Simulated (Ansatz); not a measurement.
## Mg2CrCu2: relaxing a made-up structure

Starting from a made-up structure for Mg2CrCu2, the aim is the relaxed cell, its shortest contacts and, where a second run follows, its electronic structure.

Method: DFT, PBEsol, plane-wave PAW, default files, scalar-relativistic, ferromagnetic start, cell and ions relaxed at zero pressure, in the first sound run; inputs show where later runs differ, in Ansatz 0.2.0.

### 1. Set-up

It takes space group Immm (No. 71, orthorhombic). Conventional cell: a = 3.829 Å, b = 4.842 Å, c = 8.043 Å, α = 90.00°, β = 90.00°, γ = 90.00°. Nearest to Cu lie 2 Cr at 2.28 Å and 2 Cu at 2.35 to 2.49 Å and 6 Mg at 2.73 to 2.75 Å. Nearest to Cr lie 4 Cu at 2.28 Å and 4 Mg at 2.90 Å. Nearest to Mg lie 6 Cu at 2.73 to 2.75 Å and 2 Cr at 2.90 Å. Farther neighbours are not listed.

Structure file:

```cif
data_structure
_symmetry_space_group_name_H-M 'Immm'
_symmetry_Int_Tables_number 71
_cell_length_a 3.8290
_cell_length_b 4.8420
_cell_length_c 8.0430
_cell_angle_alpha 90.000
_cell_angle_beta 90.000
_cell_angle_gamma 90.000
_cell_volume 149.12
loop_
_atom_site_label
_atom_site_type_symbol
_atom_site_symmetry_multiplicity
_atom_site_Wyckoff_symbol
_atom_site_fract_x
_atom_site_fract_y
_atom_site_fract_z
_atom_site_occupancy
Cu1 Cu 4 h 0.50000 0.25730 0.00000 1
Cr1 Cr 2 a 0.00000 0.00000 0.00000 1
Mg1 Mg 4 j 0.50000 0.00000 0.69800 1
```

### 2. Relaxing cell and atoms

The guess takes its coordinates from another compound and its volume from a rule, so the cell and any free coordinates are relaxed together.

File input.yaml:

```yaml
crystal:
  lattice:
    - [-1.9145, 2.421, 4.0215]
    - [1.9145, -2.421, 4.0215]
    - [1.9145, 2.421, -4.0215]
  atoms:
    - { symbol: Cu, position: [0.2573, 0.5, 0.7573], spin: 0.6 }
    - { symbol: Cu, position: [0.7427, 0.5, 0.2427], spin: 0.6 }
    - { symbol: Cr, position: [0.0, 0.0, 0.0], spin: 3.0 }
    - { symbol: Mg, position: [0.698, 0.198, 0.5] }
    - { symbol: Mg, position: [0.302, 0.802, 0.5] }
magnetization:
  spin_polarized: true
kpoints:
  mp_grid: { grid: [9, 9, 9] }
scf:
  occupations: { method: fermi_dirac, width: 0.05 }
hamiltonian:
  xc: pbesol
  pseudopotentials: { kind: paw }
relax:
  f_tol: 0.015
  max_steps: 70
  cell: {}
output:
  forces: true
  stress: true
```

Launch:

```sh
> ansatz run input.yaml --threads 4 --pin off --max-ram 8192MiB --backend cpu --events-out ev --progress --plain --runs-dir out
```

Numbers of over 12 decimals in the logs are rounded to 6 here.

Output:

```text
Engine: ansatz 0.2.0, aarch64-unknown-linux-gnu
Pseudopotentials: kind: paw
Pseudopotential: Cu, paw, valence charge 19, recommended cutoff 420 eV (normal), Cu.paw.azcp
Pseudopotential: Cr, paw, valence charge 14, recommended cutoff 420 eV (normal), Cr.paw.azcp
Pseudopotential: Mg, paw, valence charge 10, recommended cutoff 420 eV (normal), Mg.paw.azcp
Functional definition: PBEsol
  exchange = pbesol_x
  correlation = pbesol_c
Crystal: 5 atoms, lattice volume = 74.559 Å³
Basis set: ecut = 420 eV, 1471 PW (Γ), exchange–correlation on 72×72×72 points (8 copies of the dense FFT grid, shifted against one another)
Bands: 46, of which v1, the nominal top of the filled ones, is band 36 counted from 1 (35 counted from 0)
Symmetry: 8 space group operations
Space group: Immm (ITA 71), of the structure as read, at distance tolerance 4.2e-5 Å
Magnetic group: BNS 71.533 (UNI 631), of the structure as read, at distance tolerance 4.2e-5 Å
k-points: 125 of 729
Non-local potential: Cu, projectors of the file, l = 0: 3, l = 1: 2, l = 2: 3, l = 3: 1
Non-local potential: Cr, projectors of the file, l = 0: 3, l = 1: 2, l = 2: 3, l = 3: 1
Non-local potential: Mg, projectors of the file, l = 0: 3, l = 1: 2, l = 2: 1
PAW form: soft (Blöchl's): semilocal exchange-correlation on the pseudo side does not see the compensation charge
PAW frozen core: Cu, regenerated for the run's functional, and the local potential with it (the file was generated under x = pbe(κ = 0.804, μ = 0.219515), c = pbe(β = 0.066725))
PAW frozen core: Cr, regenerated for the run's functional, and the local potential with it (the file was generated under x = pbe(κ = 0.804, μ = 0.219515), c = pbe(β = 0.066725))
PAW frozen core: Mg, regenerated for the run's functional, and the local potential with it (the file was generated under x = pbe(κ = 0.804, μ = 0.219515), c = pbe(β = 0.066725))
PAW one-centre angular grid: Cu, 590 points (default); XC on 64 Gauss nodes
PAW one-centre angular grid: Cr, 590 points (default); XC on 64 Gauss nodes
PAW one-centre angular grid: Mg, 110 points (default); XC on 64 Gauss nodes
Initial density: superposition of atomic densities (chi_scale 0.1, normalization cell)
Starting moments: Σ|m| = 4.2 μB on 3 of 5 sites
Initial wavefunctions: pseudopotential atomic-orbital guess
Functional: x = pbesol(κ = 0.804, μ = 0.123457), c = pbesol(β = 0.046)
SCF iter   1: F=—  HF=-20353.610676 eV  |F-HF|=—  |Δ(HF+E_count)|=         —  Δρ=1.31e-1 (↑1.27e-1 ↓1.31e-1)  dr2=3.22e1  dr2_m=2.26e-1  M=2.898 μB ∫|m|=3.005 μB  β_m=0.30  ethr=3.10e-3  ⟨swp⟩=6.3  Hψ=39561  notcnv=0  defer=4
Mixer restart at iter 1: flushing history
preconditioner: auto → Kerker (q_TF=auto, 2.712 Å⁻¹)  [metal: Δε(μ)=0.008 eV  Ē_g=6.913 eV  σ=0.050 eV  W_gap=0.04  n_scr=28 (ndim 8)  ℏωp=24.3 eV  f_vac=0.000  D(μ)=2.89/eV (n_scr^D=24)]
spin=Collinear: Kerker preconditioning applied to the charge; magnetization (m = ρ↑ − ρ↓) channel mixes plain (no charge-response kernel on spin).
SCF iter   2: F=—  HF=-20350.473476 eV  |F-HF|=—  |Δ(HF+E_count)|=    3.14e0  Δρ=3.44e-2 (↑3.44e-2 ↓3.40e-2)  dr2=2.33e0  dr2_m=5.80e-2  M=3.162 μB ∫|m|=3.228 μB  β_m=0.28  ethr=3.10e-3  ⟨swp⟩=3.1  Hψ=29498  notcnv=0  defer=606
SCF iter   3: F=—  HF=-20349.583576 eV  |F-HF|=—  |Δ(HF+E_count)|=   8.90e-1  Δρ=2.69e-2 (↑1.62e-2 ↓2.69e-2)  dr2=1.04e0  dr2_m=6.05e-2  M=3.149 μB ∫|m|=3.252 μB  β_m=0.40  ethr=3.10e-3  ⟨swp⟩=2.0  Hψ=19056  notcnv=0  defer=627
SCF iter   4: F=—  HF=-20349.312545 eV  |F-HF|=—  |Δ(HF+E_count)|=   2.71e-1  Δρ=1.46e-2 (↑8.77e-3 ↓1.46e-2)  dr2=2.79e-1  dr2_m=2.91e-2  M=3.143 μB ∫|m|=3.347 μB  β_m=0.60  ethr=1.45e-3  ⟨swp⟩=2.0  Hψ=15109  notcnv=0  defer=618
SCF iter   5: F=—  HF=-20349.324343 eV  |F-HF|=—  |Δ(HF+E_count)|=         —  Δρ=1.42e-2 (↑1.42e-2 ↓8.40e-3)  dr2=1.22e-1  dr2_m=6.10e-2  M=3.331 μB ∫|m|=3.673 μB  β_m=0.60  ethr=3.88e-4  ⟨swp⟩=2.0  Hψ=17260  notcnv=0  defer=618
Mixer restart at iter 5: flushing history
SCF iter   6: F=—  HF=-20349.318661 eV  |F-HF|=—  |Δ(HF+E_count)|=   5.68e-3  Δρ=5.90e-3 (↑3.65e-3 ↓5.90e-3)  dr2=4.01e-2  dr2_m=2.53e-3  M=3.280 μB ∫|m|=3.642 μB  β_m=0.58  ethr=1.70e-4  ⟨swp⟩=2.0  Hψ=19068  notcnv=0  defer=660
SCF iter   7: F=—  HF=-20349.317674 eV  |F-HF|=—  |Δ(HF+E_count)|=   9.87e-4  Δρ=7.00e-3 (↑7.00e-3 ↓6.91e-3)  dr2=9.03e-2  dr2_m=4.14e-3  M=3.319 μB ∫|m|=3.686 μB  β_m=0.48  ethr=5.58e-5  ⟨swp⟩=2.0  Hψ=22340  notcnv=0  defer=660
SCF iter   8: F=—  HF=-20349.302202 eV  |F-HF|=—  |Δ(HF+E_count)|=   1.55e-2  Δρ=1.44e-3 (↑1.44e-3 ↓1.07e-3)  dr2=5.62e-3  dr2_m=5.13e-4  M=3.311 μB ∫|m|=3.688 μB  β_m=0.56  ethr=5.58e-5  ⟨swp⟩=2.0  Hψ=18852  notcnv=0  defer=669
SCF iter   9: F=—  HF=-20349.300833 eV  |F-HF|=—  |Δ(HF+E_count)|=   1.37e-3  Δρ=1.10e-3 (↑1.10e-3 ↓5.98e-4)  dr2=1.22e-3  dr2_m=2.02e-4  M=3.305 μB ∫|m|=3.689 μB  β_m=0.78  ethr=7.80e-6  ⟨swp⟩=1.7  Hψ=12895  notcnv=0  defer=669
SCF iter  10: F=—  HF=-20349.301061 eV  |F-HF|=—  |Δ(HF+E_count)|=   2.28e-4  Δρ=5.17e-4 (↑5.17e-4 ↓3.91e-4)  dr2=3.28e-4  dr2_m=4.15e-5  M=3.310 μB ∫|m|=3.694 μB  β_m=0.87  ethr=1.69e-6  ⟨swp⟩=2.0  Hψ=17754  notcnv=0  defer=669
SCF iter  11: F=—  HF=-20349.301012 eV  |F-HF|=—  |Δ(HF+E_count)|=   4.93e-5  Δρ=1.84e-4 (↑1.84e-4 ↓5.43e-5)  dr2=3.63e-5  dr2_m=5.80e-6  M=3.310 μB ∫|m|=3.695 μB  β_m=0.93  ethr=4.55e-7  ⟨swp⟩=2.3  Hψ=15336  notcnv=0  defer=669
SCF iter  12: F=—  HF=-20349.301006 eV  |F-HF|=—  |Δ(HF+E_count)|=   6.06e-6  Δρ=1.78e-5 (↑1.39e-5 ↓1.78e-5)  dr2=6.08e-7  dr2_m=1.64e-8  M=3.310 μB ∫|m|=3.694 μB  β_m=0.96  ethr=5.04e-8  ⟨swp⟩=2.5  Hψ=16364  notcnv=0  defer=669
SCF iter  13: F=—  HF=-20349.301006 eV  |F-HF|=—  |Δ(HF+E_count)|=   4.47e-8  Δρ=4.29e-6 (↑3.12e-6 ↓4.29e-6)  dr2=3.82e-8  dr2_m=1.35e-9  M=3.310 μB ∫|m|=3.694 μB  β_m=0.92  ethr=8.44e-10  ⟨swp⟩=2.0  Hψ=19585  notcnv=0  defer=669
SCF iter  14: F=—  HF=-20349.301006 eV  |F-HF|=—  |Δ(HF+E_count)|=   2.31e-8  Δρ=8.13e-6 (↑8.13e-6 ↓4.97e-6)  dr2=1.54e-7  dr2_m=4.47e-9  M=3.310 μB ∫|m|=3.694 μB  β_m=0.96  ethr=5.31e-11  ⟨swp⟩=2.0  Hψ=19930  notcnv=0  defer=669
SCF iter  15: F=-20349.301006 eV  HF=-20349.301006 eV  |F-HF|=3.74e-8  |Δ(HF+E_count)|=   9.79e-9  Δρ=5.78e-6 (↑5.78e-6 ↓2.34e-6)  dr2=3.90e-8  dr2_m=3.10e-9  M=3.310 μB ∫|m|=3.694 μB  ethr=5.31e-11  ⟨swp⟩=2.0  Hψ=31835  notcnv=0
SCF 1 converged in 15 iterations: F = -20349.301006 eV  dr2 = 3.90e-8
  greatest PAW one-centre occupation: 1.000 electrons in one spin orbital (limit 2), on the Mg atom at site 4 (counted from 0), in its partial waves of l = 0
[...]
relax step   4: F+E_penalty+E_count = -20349.73296875 eV  Δ(F+E_penalty+E_count) = -1.597e-2 eV  max|allowed force component| = 1.704e-1 eV/Å  Δτ_max = 0.0441 Å  P = +0.421 GPa  Ω = 79.445 Å³  energy of the carried Pulay correction = -1.365e-3 eV  (10 SCF iters, dr2 threshold 5.00e-7 eV, accepted)
[...]
relax step   5: F+E_penalty+E_count = -20349.73879112 eV  Δ(F+E_penalty+E_count) = -5.822e-3 eV  max|allowed force component| = 1.334e-2 eV/Å  Δτ_max = 0.0188 Å  P = -0.038 GPa  Ω = 79.830 Å³  energy of the carried Pulay correction = -1.469e-3 eV  (9 SCF iters, dr2 threshold 5.00e-7 eV, accepted)
[...]
relax step   6: F+E_penalty+E_count = -20349.73886666 eV  Δ(F+E_penalty+E_count) = -7.554e-5 eV  max|allowed force component| = 4.030e-3 eV/Å  Δτ_max = 0.0023 Å  P = +0.025 GPa  Ω = 79.793 Å³  energy of the carried Pulay correction = -1.459e-3 eV  (9 SCF iters, dr2 threshold 3.13e-8 eV, accepted)
[...]
relax step   7: F+E_penalty+E_count = -20349.73887154 eV  Δ(F+E_penalty+E_count) = -4.882e-6 eV  max|allowed force component| = 2.479e-4 eV/Å  Δτ_max = 0.0006 Å  P = -0.002 GPa  Ω = 79.815 Å³  energy of the carried Pulay correction = -1.465e-3 eV  (8 SCF iters, dr2 threshold 9.33e-9 eV, accepted)
[...]
relax step   8: F+E_penalty+E_count = -20349.74420179 eV  Δ(F+E_penalty+E_count) = -5.330e-3 eV  max|allowed force component| = 1.498e-3 eV/Å  Δτ_max = 0.0000 Å  P = +0.154 GPa  Ω = 79.815 Å³  stress off target by 2.76e-1 GPa  SCF on the basis re-selected at this cell (its energy is not comparable with the rows above)  (12 SCF iters)
[...]
relax step   9: F+E_penalty+E_count = -20349.74433653 eV  Δ(F+E_penalty+E_count) = -1.347e-4 eV  max|allowed force component| = 6.400e-4 eV/Å  Δτ_max = 0.0003 Å  P = +0.009 GPa  Ω = 79.931 Å³  energy of the carried Pulay correction = -2.953e-5 eV  (7 SCF iters, dr2 threshold 1.90e-7 eV, accepted)
iter 1 solved again at ethr=1.74e-8 eV; its pass at ethr=3.10e-3 eV (dr2=1.25e-5 eV) is discarded
SCF iter   1: F=—  HF=-20349.744359 eV  |F-HF|=—  |Δ(HF+E_count)|=         —  Δρ=6.68e-5 (↑6.68e-5 ↓6.09e-5)  dr2=3.01e-7  dr2_m=7.80e-8  M=3.751 μB ∫|m|=4.128 μB  β_m=0.65  ethr=1.74e-8  ⟨swp⟩=4.0  Hψ=74783  notcnv=0
preconditioner: auto → Kerker (q_TF=auto, 2.287 Å⁻¹)  [metal: Δε(μ)=0.009 eV  Ē_g=7.259 eV  σ=0.050 eV  W_gap=0.04  n_scr=14 (ndim 8)  ℏωp=23.5 eV  f_vac=0.000  D(μ)=2.60/eV (n_scr^D=14)]
spin=Collinear: Kerker preconditioning applied to the charge; magnetization (m = ρ↑ − ρ↓) channel mixes plain (no charge-response kernel on spin).
SCF iter   2: F=—  HF=-20349.744363 eV  |F-HF|=—  |Δ(HF+E_count)|=   3.75e-6  Δρ=2.47e-5 (↑2.47e-5 ↓2.34e-5)  dr2=1.55e-7  dr2_m=7.61e-9  M=3.751 μB ∫|m|=4.128 μB  β_m=0.52  ethr=4.18e-10  ⟨swp⟩=2.0  Hψ=17034  notcnv=0
SCF iter   3: F=—  HF=-20349.744363 eV  |F-HF|=—  |Δ(HF+E_count)|=   1.61e-7  Δρ=1.63e-5 (↑1.63e-5 ↓1.60e-5)  dr2=1.81e-7  dr2_m=5.42e-9  M=3.751 μB ∫|m|=4.128 μB  β_m=0.41  ethr=2.16e-10  ⟨swp⟩=2.0  Hψ=20426  notcnv=0
SCF iter   4: F=—  HF=-20349.744363 eV  |F-HF|=—  |Δ(HF+E_count)|=   3.30e-8  Δρ=1.10e-6 (↑1.10e-6 ↓8.89e-7)  dr2=7.12e-10  dr2_m=4.89e-11  M=3.751 μB ∫|m|=4.128 μB  β_m=0.45  ethr=2.16e-10  ⟨swp⟩=2.0  Hψ=14421  notcnv=0
SCF iter   5: F=—  HF=-20349.744363 eV  |F-HF|=—  |Δ(HF+E_count)|=   2.50e-8  Δρ=6.60e-7 (↑6.60e-7 ↓3.30e-7)  dr2=7.74e-10  dr2_m=3.32e-11  M=3.751 μB ∫|m|=4.128 μB  β_m=0.72  ethr=1.00e-12  ⟨swp⟩=2.0  Hψ=15525  notcnv=0
SCF iter   6: F=—  HF=-20349.744363 eV  |F-HF|=—  |Δ(HF+E_count)|=   2.34e-9  Δρ=3.65e-7 (↑3.65e-7 ↓2.65e-7)  dr2=4.92e-10  dr2_m=5.27e-12  M=3.751 μB ∫|m|=4.128 μB  β_m=0.86  ethr=1.00e-12  ⟨swp⟩=2.0  Hψ=18842  notcnv=0
SCF iter   7: F=—  HF=-20349.744363 eV  |F-HF|=—  |Δ(HF+E_count)|=  3.64e-10  Δρ=1.12e-7 (↑9.80e-8 ↓1.12e-7)  dr2=5.64e-11  dr2_m=1.72e-12  M=3.751 μB ∫|m|=4.128 μB  β_m=0.91  ethr=1.00e-12  ⟨swp⟩=2.0  Hψ=17704  notcnv=0
SCF iter   8: F=—  HF=-20349.744363 eV  |F-HF|=—  |Δ(HF+E_count)|=  2.18e-11  Δρ=6.28e-8 (↑6.28e-8 ↓5.03e-8)  dr2=4.99e-12  dr2_m=3.81e-13  M=3.751 μB ∫|m|=4.128 μB  β_m=0.95  ethr=1.00e-12  ⟨swp⟩=1.0  Hψ=11503  notcnv=0
SCF iter   9: F=-20349.744363 eV  HF=-20349.744363 eV  |F-HF|=3.64e-12  |Δ(HF+E_count)|=  3.64e-12  Δρ=3.34e-8 (↑3.34e-8 ↓1.14e-8)  dr2=1.78e-12  dr2_m=1.01e-13  M=3.751 μB ∫|m|=4.128 μB  ethr=1.00e-12  ⟨swp⟩=2.0  Hψ=29640  notcnv=0
SCF 10 converged in 9 iterations: F = -20349.744363 eV  dr2 = 1.78e-12
relax step  10: F+E_penalty+E_count = -20349.74436339 eV  Δ(F+E_penalty+E_count) = -2.686e-5 eV  max|allowed force component| = 6.517e-4 eV/Å  Δτ_max = 0.0000 Å  P = +0.008 GPa  Ω = 79.931 Å³  stress off target by 2.17e-2 GPa  SCF on the basis re-selected at this cell (its energy is not comparable with the rows above)  (9 SCF iters)
basis re-selected at this cell: Δ(F+E_penalty+E_count) = -2.686e-5 eV, ΔP = -0.001 GPa vs the last step (what re-selecting the basis moved, of the pressure what is left beyond the Pulay correction that the steps carried, after the strain that the cell walked since its last selection, with what the two solves' SCF thresholds leave and, on support functions, any second-order correction that the steps lacked; it is no m [...]
SCF converged after 9 iterations
Magnetization: 3.7512 μB (37.8756 up, 34.1244 down)
Absolute magnetization: 4.1336 μB (∫|ρ↑−ρ↓|, with the PAW one-centre terms)
Spin contamination: 0.2189 ħ² per cell (⟨S²⟩ above its minimum at these occupations)
Per-site moments (μB) at R_I (Å): [(0.079050, 0.974892), (0.079050, 0.974892), (3.131617, 1.025535), (-0.017141, 1.097350), (-0.017141, 1.097350)]
Free energy (F): -20349.744363 eV
Harris-Foulkes:  -20349.744363 eV  (|F-HF|=3.64e-12)
Internal energy: -20349.722903 eV  (E = F + TS)
E sigma→0 (E₀):  -20349.733633 eV
Entropy (-TS):   -0.021461 eV (-4.292 meV/atom)
Fermi energy:    10.803608 eV
--- Per-component energies (eV) ---
  E_band       = -1808.996614
  E_kinetic    = 1095.023144
  E_local      = -14766.350875  (includes V_loc(G=0)·N_el)
  E_nonlocal   = 1055.793195
  E_hartree    = 6238.375922
  E_xc         = -372.694241
  E_vxc        = -480.952548  (∫ρ·V_xc dr)
  E_paw        = -4982.096074  (= ΣΔE_a)
  E_vpaw       = -1189.262291  (= ΣTr[D̂ρ^β])
  E_aug_tail   = 0.000927  (compensation charges beyond the density's cutoff)
  E_ewald      = -8618.465029
  E_core_change = 0.690128  (= ΣΔE_core)
  E_smearing   = -0.021461  (= −TS)
  E_closure    = 0.000000  (closes the sum)
  Σ components = -20349.744363   (vs F -20349.744363, Δ=0.00e0)
--- Forces (eV/Å), atoms counted from 1 ---
  atom   1  Cu     0.00000000     0.00042968     0.00000000
  atom   2  Cu     0.00000000    -0.00042968     0.00000000
  atom   3  Cr     0.00000000     0.00000000    -0.00000000
  atom   4  Mg     0.00000000     0.00000000    -0.00065173
  atom   5  Mg     0.00000000     0.00000000     0.00065173
  max |Σ_I F_I| component: 1.08e-19 eV/Å
--- Stress (GPa, compression-positive) ---
        0.021704       0.000000       0.000000
        0.000000       0.002818       0.000000
        0.000000       0.000000      -0.000405
  P = ⅓ Tr σ = 0.0080 GPa (0.080 kbar)
--- Relaxed structure (8 steps of the walk, 8 accepted, 2 SCFs on fresh bases) ---
  F+E_penalty+E_count = -20349.74436339 eV   max|allowed force component| = 6.517e-4 eV/Å   (the final SCF, on the basis selected at the relaxed cell)
  cell:  # Å, volume = 79.9315 Å³
    - [-2.067642, 2.562184, 3.772004]
    - [2.067642, -2.562184, 3.772004]
    - [2.067642, 2.562184, -3.772004]
  atoms:
    - { symbol: Cu, position: [0.269398, 0.5, 0.769398] }
    - { symbol: Cu, position: [0.730602, 0.500000, 0.230602] }
    - { symbol: Cr, position: [0, 0, 0] }
    - { symbol: Mg, position: [0.698568, 0.198568, 0.500000] }
    - { symbol: Mg, position: [0.301432, 0.801432, 0.500000] }
```

It took 4.7 min on 4 threads of Arm Neoverse N1, shared host; peak memory 0.89 GiB; 18 min of CPU time.

The steps of the relaxation:

```tsv
step	energy less that of the first step (eV)	largest force component (eV/Å)	pressure (GPa)	volume (Å³)
1	0.0000	0.9988	9.56	74.56
2	-0.2740	0.6206	4.11	77.87
3	-0.4160	0.2650	0.66	79.83
4	-0.4320	0.1704	0.42	79.44
5	-0.4378	0.0133	-0.04	79.83
6	-0.4379	0.0040	0.02	79.79
7	-0.4379	0.0002	0.00	79.82
8*	-0.4432	0.0015	0.15	79.82
9	-0.4433	0.0006	0.01	79.93
10*	-0.4434	0.0007	0.01	79.93
```

Relaxation steps marked * repeat the geometry before them on a plane-wave basis chosen anew for their cell, so energy and pressure can jump there.

Forces are held to the 8 operations that the run works with; a distortion that breaks them can't arise in this run.

```tsv
conventional cell, symmetrised	before	after	change
a (Å)	3.829	4.135	+8.0 %
b (Å)	4.842	5.124	+5.8 %
c (Å)	8.043	7.544	-6.2 %
volume (Å³/atom)	14.91	15.99	+7.2 %
```

The atoms that moved most (Å, as changes of fractional coordinates times the final cell):

```tsv
atom	dx	dy	dz	length
Cu1	0.000	0.062	0.000	0.062
Cu2	0.000	-0.062	0.000	0.062
```

Final coordinates:

```xyz
5
Lattice="-2.0676 2.5622 3.7720 2.0676 -2.5622 3.7720 2.0676 2.5622 -3.7720" Properties=species:S:1:pos:R:3 pbc="T T T"
Cu    2.0676    1.3805    0.0000
Cu    0.0000    1.1817    3.7720
Cr    0.0000    0.0000    0.0000
Mg    0.0000    2.5622    1.4980
Mg    2.0676    0.0000    2.2740
```

This step gave:

| Item | Value |
| --- | --- |
| free energy | -20349.7444 eV |
| energy at zero smearing | -20349.7336 eV |
| smearing term TS | 0.02146 eV |
| Fermi energy | 10.80 eV |
| magnetization | 3.751 μB |
| absolute magnetization | 4.134 μB |
| site moments | 0.07905, 0.07905, 3.132, -0.01714, -0.01714 μB |
| electrons | 72 |
| symmetry operations | 8 |
| pressure | 0.008039 GPa |

Site moment by atom:

```tsv
atom	site moment (μB)
Cu1	0.08
Cu2	0.08
Cr3	3.13
Mg4	-0.02
Mg5	-0.02
```

Shortest distances by pair of elements, guess and relaxed (not always the same contact):

```tsv
pair	guess (Å)	relaxed (Å)
Cu–Cu	2.350	2.363
Cr–Cu	2.284	2.486
Cu–Mg	2.730	2.660
Cr–Mg	2.898	2.968
Mg–Mg	3.185	2.996
```

The relaxation ends with a largest force component of 6.5e-4 eV/Å and a pressure of 0.01 GPa.

[end of part 1 of 2]

[Logs are printed without paths, hosts, clocks, repeated set-up lines and the standing remarks that a program may print on its own settings, such as how far it seeks lower states.]

[Hosts, paths, dates, database ids (printed as entryN), source tags and the programs' standing remarks are cut or masked in the printed files.]
